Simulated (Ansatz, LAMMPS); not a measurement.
# Ge in place of Si at several sites of amorphous Si0.7Ge0.3 (120 atoms), part 2 of 3

Aim: make Ge in place of Si at several sites of amorphous Si0.7Ge0.3 (120 atoms), relax each, and compare their energies.

Ansatz 0.2.0; Kohn-Sham DFT, PBE, PAW (set soft_2), plane waves.

The cell: 84 Si and 36 Ge. The quench rate of 30 K/ps far exceeds what a furnace or splat quench reaches. The network of bonds at the start is that of the classical potential that made the cell. The Brillouin zone is sampled at Γ only, in a cell whose shortest periodic width is 14 Å.

So far. Step 2 (Single point at the start): The r.m.s. force at the start is 0.22 eV/Å. Step 3 (Relaxation): The relaxation converged after 24 steps, 4.38 eV below its start, with a largest force component of 0.044 eV/Å.

## (4) Single point at the relaxed geometry

The electronic structure is read at the final geometry, in a run of its own.

input.yaml reads:

```yaml
crystal:
  lattice:
    - [13.7704, 0.0, 0.0]
    - [0.0, 13.7704, 0.0]
    - [0.0, 0.0, 13.7704]
  atoms:
    - { symbol: Si, position: [0.05671, 0.99556, 0.87271] }
    - { symbol: Si, position: [0.83497, 0.35468, 0.50196] }
    - { symbol: Si, position: [0.27851, 0.94266, 0.99116] }
    - { symbol: Si, position: [0.55967, 0.51857, 0.99304] }
    - { symbol: Si, position: [0.11456, 0.76962, 0.30539] }
    - { symbol: Si, position: [0.40229, 0.80985, 0.2318] }
    [... 108 atom lines left out ...]
    - { symbol: Ge, position: [0.57497, 0.33468, 0.43016] }
    - { symbol: Ge, position: [0.89766, 0.70868, 0.58143] }
    - { symbol: Ge, position: [0.4419, 0.90364, 0.67286] }
    - { symbol: Ge, position: [0.58268, 0.72968, 0.53687] }
    - { symbol: Ge, position: [0.11285, 0.22964, 0.56165] }
    - { symbol: Ge, position: [0.46374, 0.03668, 0.11453] }
kpoints:
  mp_grid: { grid: [1, 1, 1] }
hamiltonian:
  xc: pbe
scf:
  occupations: { method: fermi_dirac, width: 0.05 }
output:
  forces: true
  stress: true
  populations: intrinsic
  dos:
    method: { smearing: { sigma: 0.15 } }
    de: 0.1
    projected: { site_lists: { Ge: [Ge], Si: [Si] } }
  eigenvalues: true
  write_density: true
  write_potential: true
  volumetric_format: npy
```

Run with:

```
$ ansatz run input.yaml --threads 4 --pin off --max-ram 8192MiB --backend cpu --events-out ev --progress --plain --runs-dir out
```

Numbers of over 12 decimals in the logs are rounded to 6 here.

The program printed:

```text
[...]
Crystal: 120 atoms, lattice volume = 2611.197 Å³
Basis set: ecut = 420 eV, 50883 PW (Γ), exchange–correlation on 192×192×192 points (8 copies of the dense FFT grid, shifted against one another)
Bands: 540, of which v1, the nominal top of the filled ones, is band 420 counted from 1 (419 counted from 0)
Symmetry: 1 space group operations
[...]
k-points: 1
[...]
SCF iter   1: F=—  HF=-208000.365662 eV  |F-HF|=—  |Δ(HF+E_count)|=         —  Δρ=3.17e-3  dr2=7.34e-1  ethr=1.77e-3  ⟨swp⟩=6.0  Hψ=2183  notcnv=0  defer=32
[...]
SCF iter  11: F=-208000.250171 eV  HF=-208000.250171 eV  |F-HF|=3.61e-8  |Δ(HF+E_count)|=   2.59e-8  Δρ=9.08e-7  dr2=5.36e-8  ethr=1.19e-11  ⟨swp⟩=16.0  Hψ=3935  notcnv=0
SCF 1 converged in 11 iterations: F = -208000.250171 eV  dr2 = 5.36e-8
[...]
SCF converged after 11 iterations
Free energy (F): -208000.250171 eV
[...]
Internal energy: -208000.078403 eV  (E = F + TS)
E sigma→0 (E₀):  -208000.164287 eV
Entropy (-TS):   -0.171768 eV (-1.431 meV/atom)
Fermi energy:    6.535499 eV
[...]
--- Forces (eV/Å), atoms counted from 1 ---
  atom   1  Si    -0.00141759     0.00183502    -0.00016103
  atom   2  Si     0.00224797     0.00486533     0.00183335
  atom   3  Si     0.00225177     0.00211925     0.00063486
  atom   4  Si     0.00815856    -0.01385387     0.00276896
  atom   5  Si     0.00042504     0.00088619    -0.00041603
  atom   6  Si     0.00056462    -0.00060729     0.00400794
  atom   7  Si     0.00133238    -0.00217796     0.00687566
  atom   8  Si    -0.00721651    -0.04397782    -0.01839951
  atom   9  Si     0.00234337    -0.00052048     0.00023558
  atom  10  Si    -0.00057646    -0.00172162    -0.00916358
  atom  11  Si     0.00100452    -0.00183571    -0.00055221
  atom  12  Si    -0.00387424     0.00193818    -0.00580827
  atom  13  Si     0.00272010    -0.00701948    -0.00907570
  atom  14  Si    -0.02254036     0.02477925     0.02832673
[...]
atom 119  Ge     0.00109474    -0.00091976    -0.00892596
  atom 120  Ge     0.00447875     0.00136650    -0.00523637
  max |Σ_I F_I| component: 1.57e-5 eV/Å
--- Stress (GPa, compression-positive) ---
       -1.372614      -1.062132      -0.790497
       -1.062132      -0.178332       0.864258
       -0.790497       0.864258       0.196007
  P = ⅓ Tr σ = -0.4516 GPa (-4.516 kbar)
--- Band table (eV) ---
[...]
--- intrinsic populations: 120 sites ---
  site symbol       q [e]
     0     Si      3.9568
     1     Si      3.9723
     2     Si      3.9659
[...]
119     Ge     14.0645
  spilling = 0.000000 (of n_electrons = 840.000000)
```

Elapsed: 87 s, on 4 threads of Arm Neoverse V1, shared host; peak memory 3.7 GiB.

Read from the output:

```
free energy                             : -208000.2502 eV
free energy per atom                    : -1733.3354 eV/atom
SCF cycles                              : 11
pressure                                : -0.4516 GPa
r.m.s. force component                  : 0.00777 eV/Å
longest force                           : 0.04821 eV/Å
Fermi energy                            : 6.535 eV
levels partly filled by over 2 per cent : 4
```

Intrinsic-atomic-orbital charges by element and coordination:

```
element  coordination  atoms  mean charge (e)  spread    least     most
     Ge           all     36          -0.0491  0.0309   -0.147   0.0198
     Ge             3      1           -0.147       0   -0.147   -0.147
     Ge             4     30           -0.045   0.025  -0.0934   0.0198
     Ge             5      4           -0.052  0.0363   -0.102  -0.0155
     Ge             6      1           -0.063       0   -0.063   -0.063
     Si           all     84           0.0211  0.0302  -0.0903   0.0852
     Si             3      1          -0.0691       0  -0.0691  -0.0691
     Si             4     79           0.0216  0.0283  -0.0903   0.0816
     Si             5      4           0.0325   0.034  -0.0026   0.0852
```

Density of states as counts of states in windows of 0.5 eV (from the Fermi level), total and the larger projections:

```
from (eV)  to (eV)  total  Si p  Ge p  Si s  Ge s
      -10     -9.5   14.1   3.1   1.3   5.9   3.8
     -9.5       -9   22.5   5.2   2.1   9.7   5.4
       -9     -8.5   21.5   5.3   2.1   9.9   4.1
     -8.5       -8   14.1   3.9   1.5   6.1   2.5
       -8     -7.5   15.1   4.5   1.8   5.9   2.8
     -7.5       -7   14.7   4.7   1.8   5.5   2.7
       -7     -6.5   12.7   4.4   1.5   4.6   2.0
     -6.5       -6   15.4   5.6   2.1   5.5   2.0
       -6     -5.5   17.8   7.4   2.6   5.8   1.9
     -5.5       -5   17.1   7.7   2.7   4.8   1.8
       -5     -4.5   14.1   7.4   2.7   3.0   0.9
     -4.5       -4   20.1  12.0   4.6   2.4   0.8
       -4     -3.5   26.5  17.3   6.4   1.8   0.7
     -3.5       -3   32.3  21.1   8.2   1.9   0.8
       -3     -2.5   32.5  21.1   8.7   1.7   0.7
     -2.5       -2   37.1  23.8  10.5   1.8   0.6
       -2     -1.5   36.8  23.1  11.0   1.6   0.6
     -1.5       -1   31.3  19.4   9.7   1.2   0.5
       -1     -0.5   20.3  12.3   6.3   0.9   0.3
     -0.5        0   11.0   6.2   3.0   0.9   0.5
        0      0.5    8.3   4.1   2.1   1.2   0.6
      0.5        1   17.8   8.3   3.4   3.0   1.7
        1      1.5   24.5  11.5   4.4   4.1   2.2
      1.5        2   30.8  14.3   5.8   5.0   2.4
        2      2.5   37.3  17.4   7.4   5.5   2.1
      2.5        3   37.7  17.5   7.6   4.8   1.8
```

Between -25 and -10 eV lie 413 more states.

The levels nearest the highest filled one (over half full), pooled over k-points and spins:

```
level less the highest filled one (eV)  occupation
                                -0.451           2
                                -0.331        2.00
                                -0.234        2.00
                                -0.142        1.98
                               -0.0024        1.68
                                     0        1.67
                                 0.122       0.615
                                 0.257       0.058
                                 0.477       0.001
                                 0.510           0
                                 0.601           0
                                 0.745           0
```

Valence density in the ac plane at fractional y = 0.137, with atoms of Si and Ge within 0.2 Å of it. It is the smooth field of the valence electrons, not physical close to the nuclei.

Values in e/Å³, 13 rows by 16 columns, each cell a mean:
```
 0  0  0  0  0  0  0  0  0  0  0  0  0  0  0  0
 0  0  0  0  0  0  0  0  0  0  0  0  0  0  0  1
 3  0  0  0  0  0  0  0  0  0  0  0  0  0  0 13
 0  0  0  0  0  0  0  0  0  0  0  0  0  0  0  1
 0  0  0  0  0  0  0  0  0  0  0  0  0  0  1 10
 0  0  0  0  0  1  1  0  0  0  0  0  0  0  1  3
 0  0  0  0  0  4 10  0  0  0  0  0  0  0  0  0
 0  0  0  0  0  0  0  0  0  0  0  0  0  0  0  0
 0  0  0  0  0  0  0  0  0  0  0  0  0  0  0  0
 0  0  0  0  0  0  0  0  0  0  0  0  0  0  0  0
 0  0  0  0  0  0  0  0  0  0  0  0  0  0  0  0
 0  0  0  0  0  0  0  0  0  0  0  0  0  0  0  0
 0  0  0  0  0  0  0  0  0  0  0  0  0  0  0  0
```
Columns run along a (13.8 Å), rows up along c (13.8 Å). Atoms in or near the plane, at fractional coordinates: Si at (0.82, 0.87), Si at (0.25, 0.62), Si at (0.56, 0.02), Si at (0.32, 0.33), Si at (0.48, 0.85), Si at (0.31, 0.79), Ge at (0.38, 0.50), Ge at (0.96, 0.62), Ge at (0.98, 0.80).

Electrostatic potential energy in the ac plane at fractional y = 0.137, with atoms of Si and Ge within 0.2 Å of it. With pseudopotentials it is smooth inside the atoms' cores, unlike the true potential.

Values in eV, 13 rows by 16 columns, each cell a mean:
```
 10  10  10  10  10  10  10   6  -3  -4   8   9   3   0   8  10
  1   9  10   9   4   3   2 -26 -13   8  10   7 -22 -34   1  -4
-18   8  10   6 -28 -30   1 -19  -8   8  10   8   1  -2  -1 -30
  3   9  10   6  -6  -5   8   8   5   5   9   7   8   9   6  -3
 -3   9   7 -21 -27   4  10  10   7   7   9   9   6   7  -8 -27
  2   7   6  -9 -14  -3  -5   6  -6  -3   8   7  -3   1  -1 -14
  9   9   9   9   7 -19 -28   1  -1   0   6   8   7   8  10   9
  8   7   9  10   5  -2   1   8   9   9   9   9   9  10  10  10
  1   2   8   8 -18 -36  -2  -3  -1   8   8   7  -2   3   9   9
  3   4   9   9   1  -8   4 -16 -13   6   8   6  -8   0   9   8
-14   5   9   9   7   8   9   7   7   9   9   8   5  -5   4  -4
-23   4   9   7  -3   3   9   7   4   3   4   0   0 -24  -3  -9
  8  10  10   9   6   8  10   6 -25 -30   4   6   8   6   8   9
```
Columns run along a (13.8 Å; values clipped at the 3rd and 97th percentile), rows up along c (13.8 Å). Atoms in or near the plane, at fractional coordinates: Si at (0.82, 0.87), Si at (0.25, 0.62), Si at (0.56, 0.02), Si at (0.32, 0.33), Si at (0.48, 0.85), Si at (0.31, 0.79), Ge at (0.38, 0.50), Ge at (0.96, 0.62), Ge at (0.98, 0.80).

Counting bands leaves a spacing of only 0.12 eV (at Γ alone), which the smearing bridges: 4 levels are partly filled by over 2 %, so a gap, if any, is small at this level. Mean intrinsic-atomic-orbital charges: Ge -0.05, Si +0.02 e. Charges this small depend on the projection, at times even in sign. Within 0.4 eV of the Fermi level the largest share is Si p (54 % of the projected weight).

## (5) Ge on a site of Si, site Si34

The site has 3 bonded neighbours (SiGe2) at 2.44 Å on average, by cutoffs that count no bonds between two metal atoms or like ions. The change is made in the relaxed cell and the atoms are relaxed again.

input.yaml reads:

```yaml
crystal:
  lattice:
    - [13.7704, 0.0, 0.0]
    - [0.0, 13.7704, 0.0]
    - [0.0, 0.0, 13.7704]
  atoms:
    [... atom lines 1 to 30 left out ...]
    - { symbol: Si, position: [0.42793, 0.73832, 0.61749] }
    - { symbol: Si, position: [0.89892, 0.75677, 0.91941] }
    - { symbol: Si, position: [0.28145, 0.23287, 0.04585] }
    - { symbol: Ge, position: [0.79346, 0.19791, 0.57241] }
    - { symbol: Si, position: [0.28204, 0.53791, 0.791] }
    - { symbol: Si, position: [0.24937, 0.13448, 0.6219] }
    - { symbol: Si, position: [0.65989, 0.91385, 0.86746] }
    [... atom lines 38 to 120 left out ...]
kpoints:
  mp_grid: { grid: [1, 1, 1] }
hamiltonian:
  xc: pbe
scf:
  occupations: { method: fermi_dirac, width: 0.05 }
output:
  forces: true
  eigenvalues: true
relax:
  f_tol: 0.05
  max_steps: 90
```

The program printed:

```text
[...]
Crystal: 120 atoms, lattice volume = 2611.197 Å³
Basis set: ecut = 420 eV, 50883 PW (Γ), exchange–correlation on 192×192×192 points (8 copies of the dense FFT grid, shifted against one another)
Bands: 545, of which v1, the nominal top of the filled ones, is band 425 counted from 1 (424 counted from 0)
Symmetry: 1 space group operations
[...]
k-points: 1
[...]
SCF iter   1: F=—  HF=-211659.786450 eV  |F-HF|=—  |Δ(HF+E_count)|=         —  Δρ=3.13e-3  dr2=7.06e-1  ethr=1.77e-3  ⟨swp⟩=6.0  Hψ=2199  notcnv=0  defer=30
[...]
SCF iter   6: F=—  HF=-211659.674101 eV  |F-HF|=—  |Δ(HF+E_count)|=   7.55e-5  Δρ=5.23e-5  dr2=2.48e-4  ethr=1.08e-7  ⟨swp⟩=2.0  Hψ=615  notcnv=0  defer=83
SCF iter   7: F=-211659.674045 eV  HF=-211659.674073 eV  |F-HF|=2.76e-5  |Δ(HF+E_count)|=   2.87e-5  Δρ=2.22e-5  dr2=3.76e-5  ethr=7.35e-9  ⟨swp⟩=11.0  Hψ=2831  notcnv=0
SCF 1 converged in 7 iterations: F = -211659.674045 eV  dr2 = 3.76e-5
[...]
relax step   1: F+E_penalty+E_count = -211659.67404500 eV  Δ(F+E_penalty+E_count) = +0.000e0 eV  max|allowed force component| = 4.708e-1 eV/Å  Δτ_max = 0.0000 Å  (7 SCF iters, dr2 threshold 6.25e-5 eV, accepted)
[...]
relax step   2: F+E_penalty+E_count = -211659.72330102 eV  Δ(F+E_penalty+E_count) = -4.926e-2 eV  max|allowed force component| = 1.390e-1 eV/Å  Δτ_max = 0.0510 Å  (6 SCF iters, dr2 threshold 1.39e-5 eV, accepted)
[...]
relax step   3: F+E_penalty+E_count = -211659.73092225 eV  Δ(F+E_penalty+E_count) = -7.621e-3 eV  max|allowed force component| = 3.194e-2 eV/Å  Δτ_max = 0.0364 Å  (8 SCF iters, accepted)
SCF converged after 8 iterations
Free energy (F): -211659.730922 eV
[...]
Internal energy: -211659.563402 eV  (E = F + TS)
E sigma→0 (E₀):  -211659.647162 eV
Entropy (-TS):   -0.167520 eV (-1.396 meV/atom)
Fermi energy:    6.560122 eV
[...]
Σ components = -211659.730922   (vs F -211659.730922, Δ=0.00e0)
--- Forces (eV/Å), atoms counted from 1 ---
  atom   1  Si     0.00293033    -0.00288746    -0.00091044
  atom   2  Si     0.00164188     0.01669361     0.00898486
  atom   3  Si     0.00284935     0.00567571    -0.00256126
  atom   4  Si    -0.00348760     0.00009868    -0.00149250
[...]
atom 120  Ge    -0.00151939     0.00103476     0.00144182
  max |Σ_I F_I| component: 6.40e-6 eV/Å
--- Band table (eV) ---
[...]
--- Relaxed structure (3 steps of the walk, 3 accepted, 0 SCFs on fresh bases) ---
  F+E_penalty+E_count = -211659.73092225 eV   max|allowed force component| = 3.194e-2 eV/Å
  atoms:
    - { symbol: Si, position: [0.056926, 0.995514, 0.873419] }
    - { symbol: Si, position: [0.835991, 0.358826, 0.499735] }
    - { symbol: Si, position: [0.278541, 0.942705, 0.991388] }
    - { symbol: Si, position: [0.559440, 0.518461, 0.993471] }
[...]
- { symbol: Ge, position: [0.463687, 0.036810, 0.114391] }
```

Run time: 2.8 min. Hardware: 4 threads; peak memory 3.7 GiB.

The relaxation converged after 3 steps, 0.0569 eV below its start, with a largest force component of 0.032 eV/Å.

Local excerpt of 11 atoms (numbers count through the whole input) about the Ge atom, after relaxation; x, y, z are measured from there.

```
 atom      x      y      z  distance (Å)  bonds
 Ge34   0.00   0.00   0.00          0.00      3
  Si2   0.60   2.23  -0.95          2.50      4
 Ge92   2.30  -0.67   0.75          2.51      4
 Ge85  -0.82   0.48   2.34          2.53      4
 Si55  -1.91  -2.09  -1.02          3.01      4
 Si64  -3.32  -0.13  -0.41          3.35      4
 Si18   1.51   1.46  -2.97          3.64      4
 Si61  -0.32  -2.26  -2.85          3.65      4
 Si42   2.16   3.10   0.58          3.82      4
 Si62  -0.05  -0.11  -3.84          3.85      4
Ge103  -3.26   0.29   2.05          3.86      4
```

The column of bonds counts only the pairs Si-Si within 2.88 Å, Si-Ge within 2.93 Å, Ge-Ge within 3.02 Å; other neighbours, such as metal atoms beside each other in a compound, aren't counted, and periodic images can show an atom twice.

The largest move is 0.07 Å, by Si2.

## (6) Ge on a site of Si, site Si53

The site has 5 bonded neighbours (SiGe4) at 2.67 Å on average. 

Input and log are left out; they have the form of those shown for this kind of step.

Wall time 3.7 min (4 threads of Arm Neoverse V1, shared host); peak memory 3.7 GiB; 15 min of CPU time.

The relaxation converged after 4 steps, 0.0794 eV below its start, with a largest force component of 0.045 eV/Å.

## (7) Ge on a site of Si, site Si29

The site has 4 bonded neighbours (Si4) at 2.37 Å on average. 

Input and log are left out; they have the form of those shown for this kind of step.

It took 2.8 min on 4 threads of Arm Neoverse V1, shared host; peak memory 3.7 GiB.

The relaxation converged after 3 steps, 0.0473 eV below its start, with a largest force component of 0.023 eV/Å.

A closer look about the Ge atom, after relaxation: 10 atoms, nearest first, numbered in the order of the input, with positions taken from that point.

```
 atom      x      y      z  distance (Å)  bonds
 Ge29   0.00   0.00   0.00          0.00      4
 Si32   0.30  -1.81  -1.52          2.39      4
 Si10  -1.50   1.63  -0.96          2.41      4
 Si65   2.15   1.09   0.18          2.42      4
 Si40  -0.75  -0.87   2.16          2.45      4
Ge109   1.76  -0.63  -3.07          3.59      4
  Si1   2.47   1.51  -2.14          3.60      4
 Si46  -2.43   2.54   0.93          3.63      4
 Si44  -2.42   0.80   2.70          3.71      4
 Si37  -3.00   0.38  -2.22          3.75      4
```

The column of bonds counts only the pairs Si-Si within 2.88 Å, Si-Ge within 2.98 Å, Ge-Ge within 3.02 Å; other neighbours, such as metal atoms beside each other in a compound, aren't counted, and periodic images can show an atom twice.

The largest move is 0.05 Å, by Si40.

## (8) Ge on a site of Si, site Si22

The site has 4 bonded neighbours (Si4) at 2.34 Å on average. 

input.yaml, the sections that differ from step 5:

```yaml
crystal:
  lattice:
    - [13.7704, 0.0, 0.0]
    - [0.0, 13.7704, 0.0]
    - [0.0, 0.0, 13.7704]
  atoms:
    [... atom lines 1 to 18 left out ...]
    - { symbol: Si, position: [0.18037, 0.75413, 0.4626] }
    - { symbol: Si, position: [0.7708, 0.7263, 0.80806] }
    - { symbol: Si, position: [0.21751, 0.00476, 0.31306] }
    - { symbol: Ge, position: [0.41982, 0.62253, 0.74156] }
    - { symbol: Si, position: [0.71944, 0.60798, 0.35201] }
    - { symbol: Si, position: [0.82088, 0.29509, 0.97404] }
    - { symbol: Si, position: [0.81591, 0.15074, 0.87397] }
    [... atom lines 26 to 120 left out ...]
# kpoints, hamiltonian, scf, output, relax: as in step 5
```

The program printed:

```text
[...]
Crystal: 120 atoms, lattice volume = 2611.197 Å³
Basis set: ecut = 420 eV, 50883 PW (Γ), exchange–correlation on 192×192×192 points (8 copies of the dense FFT grid, shifted against one another)
Bands: 545, of which v1, the nominal top of the filled ones, is band 425 counted from 1 (424 counted from 0)
Symmetry: 1 space group operations
[...]
k-points: 1
[...]
SCF iter   1: F=—  HF=-211659.384851 eV  |F-HF|=—  |Δ(HF+E_count)|=         —  Δρ=3.16e-3  dr2=7.23e-1  ethr=1.77e-3  ⟨swp⟩=6.0  Hψ=2199  notcnv=0  defer=30
[...]
SCF iter   6: F=—  HF=-211659.269527 eV  |F-HF|=—  |Δ(HF+E_count)|=   7.56e-5  Δρ=5.25e-5  dr2=2.52e-4  ethr=1.09e-7  ⟨swp⟩=2.0  Hψ=673  notcnv=0  defer=83
SCF iter   7: F=-211659.269469 eV  HF=-211659.269498 eV  |F-HF|=2.90e-5  |Δ(HF+E_count)|=   2.91e-5  Δρ=2.25e-5  dr2=3.92e-5  ethr=7.35e-9  ⟨swp⟩=11.0  Hψ=2687  notcnv=0
SCF 1 converged in 7 iterations: F = -211659.269469 eV  dr2 = 3.92e-5
[...]
relax step   1: F+E_penalty+E_count = -211659.26946925 eV  Δ(F+E_penalty+E_count) = +0.000e0 eV  max|allowed force component| = 4.150e-1 eV/Å  Δτ_max = 0.0000 Å  (7 SCF iters, dr2 threshold 6.25e-5 eV, accepted)
[...]
relax step   2: F+E_penalty+E_count = -211659.32254084 eV  Δ(F+E_penalty+E_count) = -5.307e-2 eV  max|allowed force component| = 1.301e-1 eV/Å  Δτ_max = 0.0464 Å  (5 SCF iters, dr2 threshold 1.08e-5 eV, accepted)
[...]
relax step   3: F+E_penalty+E_count = -211659.27591655 eV  Δ(F+E_penalty+E_count) = +4.662e-2 eV  max|allowed force component| = 2.581e-1 eV/Å  Δτ_max = 0.2000 Å  (9 SCF iters, rejected (line search))
[...]
relax step   4: F+E_penalty+E_count = -211659.33344775 eV  Δ(F+E_penalty+E_count) = -1.091e-2 eV  max|allowed force component| = 3.792e-2 eV/Å  Δτ_max = 0.0777 Å  (9 SCF iters, accepted)
SCF converged after 9 iterations
Free energy (F): -211659.333448 eV
[...]
Internal energy: -211659.161531 eV  (E = F + TS)
E sigma→0 (E₀):  -211659.247489 eV
Entropy (-TS):   -0.171917 eV (-1.433 meV/atom)
Fermi energy:    6.566869 eV
[...]
Σ components = -211659.333448   (vs F -211659.333448, Δ=0.00e0)
--- Forces (eV/Å), atoms counted from 1 ---
  atom   1  Si    -0.00172252     0.00024396    -0.00207510
  atom   2  Si    -0.00069304    -0.00098087     0.00328728
  atom   3  Si     0.00356919    -0.00145083    -0.00121923
  atom   4  Si     0.00176649    -0.00473494     0.00908145
[...]
atom 120  Ge     0.00274120    -0.00375106    -0.00378608
  max |Σ_I F_I| component: 2.38e-5 eV/Å
--- Band table (eV) ---
[...]
--- Relaxed structure (4 steps of the walk, 3 accepted, 0 SCFs on fresh bases) ---
  F+E_penalty+E_count = -211659.33344775 eV   max|allowed force component| = 3.792e-2 eV/Å
  atoms:
    - { symbol: Si, position: [0.056992, 0.995965, 0.872922] }
    - { symbol: Si, position: [0.834253, 0.354340, 0.501960] }
    - { symbol: Si, position: [0.278839, 0.942766, 0.991286] }
    - { symbol: Si, position: [0.560402, 0.517487, 0.994380] }
[...]
- { symbol: Ge, position: [0.463707, 0.036696, 0.114301] }
```

Wall time 3.9 min (4 threads); peak memory 3.7 GiB.

The relaxation converged after 4 steps, 0.0640 eV below its start, with a largest force component of 0.038 eV/Å.

(Part 2 of 3 ends here.)

[Logs are printed without paths, hosts, clocks, repeated set-up lines and the standing remarks that a program may print on its own settings, such as how far it seeks lower states.]

[Hosts, paths, dates, database ids (printed as entryN), source tags and the programs' standing remarks are cut or masked in the printed files.]
